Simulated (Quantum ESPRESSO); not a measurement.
# Zr2CO2 MXene, 1 layer, stepped through biaxial strain, part 2 of 7

Wanted: a table for Zr2CO2 MXene, 1 layer against biaxial strain, and what can be fitted to it.

Quantum ESPRESSO 7.5; plane-wave DFT, PBE, GBRV ultrasoft pseudopotentials.

So far. Step 2 (Variable-cell relaxation of the reference):  The last row is no step: it is a fresh SCF in the final cell with a new plane-wave basis, -1 meV from the row before.

## (3) Relaxation with pw.x, -4 %

Input file m0.relax.in:

```
&control
  prefix = 'm0.relax'
  outdir = './out'
  pseudo_dir = './pseudo'
  nstep = 40
  forc_conv_thr = 0.0003
  calculation = 'relax'
  tstress = .true.
/
&system
  ibrav = 0
  nat = 5
  ntyp = 3
  ecutwfc = 50
  ecutrho = 250
  occupations = 'smearing'
  smearing = 'fd'
  degauss = 0.002
/
&electrons
  conv_thr = 1e-09
  mixing_beta = 0.4
  electron_maxstep = 120
  mixing_mode = 'plain'
/
&ions
/
ATOMIC_SPECIES
  O   15.9990  o_pbe_v1.2.uspp.F.UPF
  Zr  91.2240  zr_pbe_v1.uspp.F.UPF
  C   12.0110  c_pbe_v1.2.uspp.F.UPF
CELL_PARAMETERS angstrom
  3.17428186848000 0.00000000000000 0.00000000000000
  -1.58714093472000 2.74900873728000 0.00000000000000
  0.00000000000000 0.00000000000000 19.95294679600000
ATOMIC_POSITIONS crystal
  O   0.333333333300 0.666666666700 0.383831541200
  Zr  0.666666666700 0.333333333300 0.429929457200
  C   0.000000000000 0.000000000000 0.500000000000
  Zr  0.333333333300 0.666666666700 0.570070542800
  O   0.666666666700 0.333333333300 0.616168458800
K_POINTS automatic
  12 12 1 0 0 0
```

Run with:

```sh
$ OMP_NUM_THREADS=1 mpirun -n 4 pw.x -nk 4 -in m0.relax.in > m0.relax.out
```

Output:

```text
[banner, memory and clock lines left out]
Program PWSCF v.7.5 starts
[citation notice left out]

[...]
Message from routine setup:
[...]
bravais-lattice index     =            0
     lattice parameter (alat)  =       5.9985  a.u.
     unit-cell volume          =    1174.9659 (a.u.)^3
     number of atoms/cell      =            5
     number of atomic types    =            3
     number of electrons       =        40.00
     number of Kohn-Sham states=           24
     kinetic-energy cutoff     =      50.0000  Ry
     charge density cutoff     =     250.0000  Ry
     scf convergence threshold =      1.0E-09
     mixing beta               =       0.4000
     number of iterations used =            8  plain     mixing
     energy convergence thresh.=      1.0E-04
     force convergence thresh. =      3.0E-04
     Exchange-correlation= SLA  PW   PBE  PBE
                           (   1   4   3   4   0   0   0)
     nstep                     =           40

[...]
PseudoPot. # 1 for O  read from file:
     ./pseudo/o_pbe_v1.2.uspp.F.UPF
     Pseudo is Ultrasoft + core correction, Zval =  6.0
     Generated by new atomic code, or converted to UPF format
     Using radial grid of  737 points,  5 beta functions with:
                l(1) =   0
                l(2) =   0
                l(3) =   1
                l(4) =   1
                l(5) =   2
     Q(r) pseudized with  8 coefficients,  rinner =    0.900   0.900   0.900
                                                       0.900   0.900

     PseudoPot. # 2 for Zr read from file:
     ./pseudo/zr_pbe_v1.uspp.F.UPF
     Pseudo is Ultrasoft + core correction, Zval = 12.0
     Generated by new atomic code, or converted to UPF format
     Using radial grid of  887 points,  6 beta functions with:
                l(1) =   0
                l(2) =   0
                l(3) =   1
                l(4) =   1
                l(5) =   2
                l(6) =   2
     Q(r) pseudized with  6 coefficients,  rinner =    1.200   1.200   1.200
                                                       1.200   1.200

     PseudoPot. # 3 for C  read from file:
     ./pseudo/c_pbe_v1.2.uspp.F.UPF
     Pseudo is Ultrasoft + core correction, Zval =  4.0
     Generated by new atomic code, or converted to UPF format
     Using radial grid of  721 points,  4 beta functions with:
                l(1) =   0
                l(2) =   0
                l(3) =   1
                l(4) =   1
     Q(r) pseudized with  8 coefficients,  rinner =    1.100   1.100   1.100

     atomic species   valence    mass     pseudopotential
     O                 6.00    15.99900     O ( 1.00)
     Zr               12.00    91.22400     Zr( 1.00)
     C                 4.00    12.01100     C ( 1.00)

     12 Sym. Ops., with inversion, found

[...]
number of k points=    19  Fermi-Dirac smearing, width (Ry)=  0.0020
[...]
Dense  grid:    78177 G-vectors     FFT dimensions: (  32,  32, 192)

     Smooth grid:    56227 G-vectors     FFT dimensions: (  27,  27, 180)

     Check: negative core charge=   -0.000002

     Initial potential from superposition of free atoms

     starting charge      39.9957, renormalised to      40.0000

     negative rho (up, down):  1.183E-01 0.000E+00
     Starting wfcs are   38 randomized atomic wfcs

     per-process dynamical memory:    75.8 Mb

     Self-consistent Calculation

     iteration #  1     ecut=    50.00 Ry     beta= 0.40
     Davidson diagonalization with overlap
     ethr =  1.00E-02,  avg # of iterations =  2.0

     negative rho (up, down):  1.219E-01 0.000E+00

     total energy              =    -274.38199339 Ry
     estimated scf accuracy    <       1.85207777 Ry

     iteration #  2     ecut=    50.00 Ry     beta= 0.40
[...]
negative rho (up, down):  1.239E-01 0.000E+00

[...]
total energy              =    -274.87362653 Ry
     estimated scf accuracy    <       0.14689466 Ry

     iteration #  3     ecut=    50.00 Ry     beta= 0.40
[...]
negative rho (up, down):  1.261E-01 0.000E+00

[...]
total energy              =    -274.88671736 Ry
     estimated scf accuracy    <       0.02180766 Ry

     iteration #  4     ecut=    50.00 Ry     beta= 0.40
[...]
negative rho (up, down):  1.268E-01 0.000E+00

[...]
total energy              =    -274.89118100 Ry
     estimated scf accuracy    <       0.00728424 Ry

     iteration #  5     ecut=    50.00 Ry     beta= 0.40
[...]
negative rho (up, down):  1.271E-01 0.000E+00

[...]
total energy              =    -274.89090149 Ry
     estimated scf accuracy    <       0.00191137 Ry

     iteration #  6     ecut=    50.00 Ry     beta= 0.40
[...]
negative rho (up, down):  1.272E-01 0.000E+00

[...]
total energy              =    -274.89145550 Ry
     estimated scf accuracy    <       0.00111695 Ry

[...]
iteration # 11     ecut=    50.00 Ry     beta= 0.40
[...]
negative rho (up, down):  1.273E-01 0.000E+00

[...]
total energy              =    -274.89158120 Ry
     estimated scf accuracy    <       0.00000017 Ry

     iteration # 12     ecut=    50.00 Ry     beta= 0.40
[...]
negative rho (up, down):  1.273E-01 0.000E+00

[...]
total energy              =    -274.89158124 Ry
     estimated scf accuracy    <          1.5E-09 Ry

     iteration # 13     ecut=    50.00 Ry     beta= 0.40
[...]
negative rho (up, down):  1.273E-01 0.000E+00

[...]
total energy              =    -274.89158124 Ry
     estimated scf accuracy    <          1.9E-09 Ry

     iteration # 14     ecut=    50.00 Ry     beta= 0.40
[...]
negative rho (up, down):  1.273E-01 0.000E+00

[...]
End of self-consistent calculation

          k = 0.0000 0.0000 0.0000 (  7021 PWs)   bands (ev):

   -47.2175 -47.1699 -25.7598 -25.3485 -24.9098 -24.9098 -24.8807 -24.8807
   -17.1370 -17.0171  -8.4280  -4.3741  -4.0071  -4.0071  -3.7072  -3.7072
    -3.4354  -0.0977   1.4110   1.4110   3.3987   3.3987   3.6662   4.7834

          k = 0.0000 0.0962 0.0000 (  7017 PWs)   bands (ev):

[...]
negative rho (up, down):  1.273E-01 0.000E+00

     Forces acting on atoms (cartesian axes, Ry/au):

     atom    1 type  1   force =     0.00000000    0.00000000   -0.04366637
     atom    2 type  2   force =     0.00000000    0.00000000    0.02307292
     atom    3 type  3   force =     0.00000000    0.00000000    0.00000000
     atom    4 type  2   force =    -0.00000000   -0.00000000   -0.02307292
     atom    5 type  1   force =     0.00000000    0.00000000    0.04366637

     Total force =     0.069844     Total SCF correction =     0.000023

     Computing stress (Cartesian axis) and pressure

     negative rho (up, down):  1.273E-01 0.000E+00
          total   stress  (Ry/bohr**3)                   (kbar)     P=       78.20
   0.00068836   0.00000000   0.00000000          101.26        0.00        0.00
   0.00000000   0.00068836   0.00000000            0.00      101.26        0.00
   0.00000000   0.00000000   0.00021810            0.00        0.00       32.08

     BFGS Geometry Optimization
     Energy error            =      4.9E-03 Ry
     Gradient error          =      4.4E-02 Ry/Bohr

     number of scf cycles    =   1
     number of bfgs steps    =   0

     energy             new  =    -274.8915812357 Ry

     new trust radius        =       0.0436663732 bohr
     new conv_thr            =       0.0000000010 Ry

ATOMIC_POSITIONS (crystal)
O                0.3333333333        0.6666666667        0.3826734541
Zr               0.6666666667        0.3333333333        0.4305413799
C                0.0000000000        0.0000000000        0.5000000000
Zr               0.3333333333        0.6666666667        0.5694586201
O                0.6666666667        0.3333333333        0.6173265459

[...]
NEW-OLD atomic charge density approx. for the potential

     Check: negative core charge=   -0.000002

     negative rho (up, down):  1.288E-01 0.000E+00

     per-process dynamical memory:   104.4 Mb

[...]
!    total energy              =    -274.89483193 Ry
[...]
Total force =     0.033784     Total SCF correction =     0.000117
[...]
number of bfgs steps    =   1
[...]
energy             new  =    -274.8948319290 Ry
[...]
new trust radius        =       0.0460322154 bohr
[...]
!    total energy              =    -274.89643199 Ry
[...]
Total force =     0.027908     Total SCF correction =     0.000040
[...]
number of bfgs steps    =   2
[...]
energy             new  =    -274.8964319920 Ry
[...]
new trust radius        =       0.0588625917 bohr
[...]
!    total energy              =    -274.89774762 Ry
[...]
Total force =     0.020645     Total SCF correction =     0.000052
[...]
number of bfgs steps    =   3
[...]
energy             new  =    -274.8977476182 Ry
[...]
new trust radius        =       0.0224050623 bohr
[...]
!    total energy              =    -274.89808894 Ry
[...]
Total force =     0.008061     Total SCF correction =     0.000008
[...]
number of bfgs steps    =   4
[...]
energy             new  =    -274.8980889446 Ry
[...]
new trust radius        =       0.0067319359 bohr
[...]
!    total energy              =    -274.89812593 Ry
[...]
Total force =     0.001146     Total SCF correction =     0.000024
[...]
number of bfgs steps    =   5
[...]
energy             new  =    -274.8981259257 Ry
[...]
new trust radius        =       0.0012104409 bohr
[...]
Self-consistent Calculation

     iteration #  1     ecut=    50.00 Ry     beta= 0.40
     Davidson diagonalization with overlap
     ethr =  1.00E-06,  avg # of iterations =  2.0

     Threshold (ethr) on eigenvalues was too large:
     Diagonalizing with lowered threshold

     Davidson diagonalization with overlap
     ethr =  1.90E-09,  avg # of iterations =  3.2

     negative rho (up, down):  1.286E-01 0.000E+00

     total energy              =    -274.89812667 Ry
     estimated scf accuracy    <       0.00000076 Ry

[...]
iteration #  9     ecut=    50.00 Ry     beta= 0.40
[...]
negative rho (up, down):  1.286E-01 0.000E+00

[...]
End of self-consistent calculation

          k = 0.0000 0.0000 0.0000 (  7021 PWs)   bands (ev):

   -47.5851 -47.5429 -26.0711 -25.6870 -25.2590 -25.2590 -25.2335 -25.2335
   -17.1835 -17.0773  -8.8299  -4.5104  -3.8861  -3.8861  -3.5877  -3.5877
    -3.5130  -0.4345   1.0491   1.0491   3.0771   3.0771   3.2074   4.3912

          k = 0.0000 0.0962 0.0000 (  7017 PWs)   bands (ev):

   -47.5759 -47.5350 -26.0463 -25.6941 -25.3339 -25.3203 -25.2780 -25.2462
   -17.1309 -17.0416  -8.8362  -4.4251  -3.9255  -3.8177  -3.7064  -3.5385
    -3.3202  -0.2932   0.4661   0.7983   2.9105   3.3751   3.4788   4.4695

[...]
the Fermi energy is     1.3428 ev

!    total energy              =    -274.89812682 Ry
     estimated scf accuracy    <          1.9E-12 Ry
     smearing contrib. (-TS)   =      -0.00000003 Ry
     internal energy E=F+TS    =    -274.89812680 Ry

     The total energy is F=E-TS. E is the sum of the following terms:
     one-electron contribution =   -1977.77824192 Ry
     hartree contribution      =     993.77734140 Ry
     xc contribution           =     -54.12648307 Ry
     ewald contribution        =     763.22925680 Ry

     convergence has been achieved in   9 iterations

     negative rho (up, down):  1.286E-01 0.000E+00

     Forces acting on atoms (cartesian axes, Ry/au):

     atom    1 type  1   force =    -0.00000000   -0.00000000    0.00004442
     atom    2 type  2   force =     0.00000000    0.00000000   -0.00001054
     atom    3 type  3   force =     0.00000000    0.00000000    0.00000000
     atom    4 type  2   force =    -0.00000000   -0.00000000    0.00001054
     atom    5 type  1   force =     0.00000000    0.00000000   -0.00004442

     Total force =     0.000065     Total SCF correction =     0.000007
     SCF correction compared to forces is large: reduce conv_thr to get better values

     Computing stress (Cartesian axis) and pressure

     negative rho (up, down):  1.286E-01 0.000E+00
          total   stress  (Ry/bohr**3)                   (kbar)     P=       52.56
   0.00053793   0.00000000   0.00000000           79.13        0.00        0.00
   0.00000000   0.00053793   0.00000000            0.00       79.13        0.00
   0.00000000   0.00000000  -0.00000401            0.00        0.00       -0.59

     Energy error            =      9.0E-07 Ry
     Gradient error          =      4.4E-05 Ry/Bohr

     bfgs converged in   7 scf cycles and   6 bfgs steps
     (criteria: energy <  1.0E-04 Ry, force <  3.0E-04 Ry/Bohr)

     End of BFGS Geometry Optimization

     Final energy             =    -274.8981268241 Ry

     File ./out/m0.relax.bfgs deleted, as requested
Begin final coordinates

ATOMIC_POSITIONS (crystal)
O                0.3333333333        0.6666666667        0.3793048251
Zr               0.6666666667        0.3333333333        0.4289447598
C               -0.0000000000       -0.0000000000        0.5000000000
Zr               0.3333333333        0.6666666667        0.5710552402
O                0.6666666667        0.3333333333        0.6206951749
End final coordinates

[...]
```

Elapsed: 2.3 min, on 4 MPI ranks of AMD EPYC 7R13 (Zen 3), shared host; peak memory 0.76 GiB; 9.1 min of CPU time.

Step by step:

| step | energy less that of the first step (eV) | largest force (eV/Å) |
| --- | --- | --- |
| 1 | 0.0000 | 1.1227 |
| 2 | -0.0442 | 0.5821 |
| 3 | -0.0660 | 0.4461 |
| 4 | -0.0839 | 0.3735 |
| 5 | -0.0885 | 0.1351 |
| 6 | -0.0890 | 0.0158 |
| 7 | -0.0891 | 0.0011 |

The atoms that moved most (Å):

| atom | dx | dy | dz | length |
| --- | --- | --- | --- | --- |
| O1 | 0.000 | 0.000 | -0.090 | 0.090 |
| O5 | 0.000 | 0.000 | 0.090 | 0.090 |
| Zr2 | 0.000 | 0.000 | -0.020 | 0.020 |
| Zr4 | 0.000 | 0.000 | 0.020 | 0.020 |

The relaxed structure:

```xyz
5
Lattice="3.1743 0.0000 0.0000 -1.5871 2.7490 0.0000 0.0000 0.0000 19.9529" Properties=species:S:1:pos:R:3
O     0.0000    1.8327    7.5682
Zr    1.5871    0.9163    8.5587
C     0.0000    0.0000    9.9765
Zr    0.0000    1.8327   11.3942
O     1.5871    0.9163   12.3847
```

The relaxation lowers the energy by 18 meV an atom.

This step gave:

- free energy: -3740.1796 eV
- Fermi energy: 1.343 eV

[end of part 2 of 7]

[Logs are printed without paths, hosts, clocks, repeated set-up lines and the standing remarks that a program may print on its own settings, such as how far it seeks lower states.]

[Hosts, paths, dates, database ids (printed as entryN), source tags and the programs' standing remarks are cut or masked in the printed files.]

[Maps of the electrostatic potential energy from Ansatz leave out the sawtooth potential of an applied field or a dipole correction, so their vacuum need not be flat; planar profiles and work functions include it.]
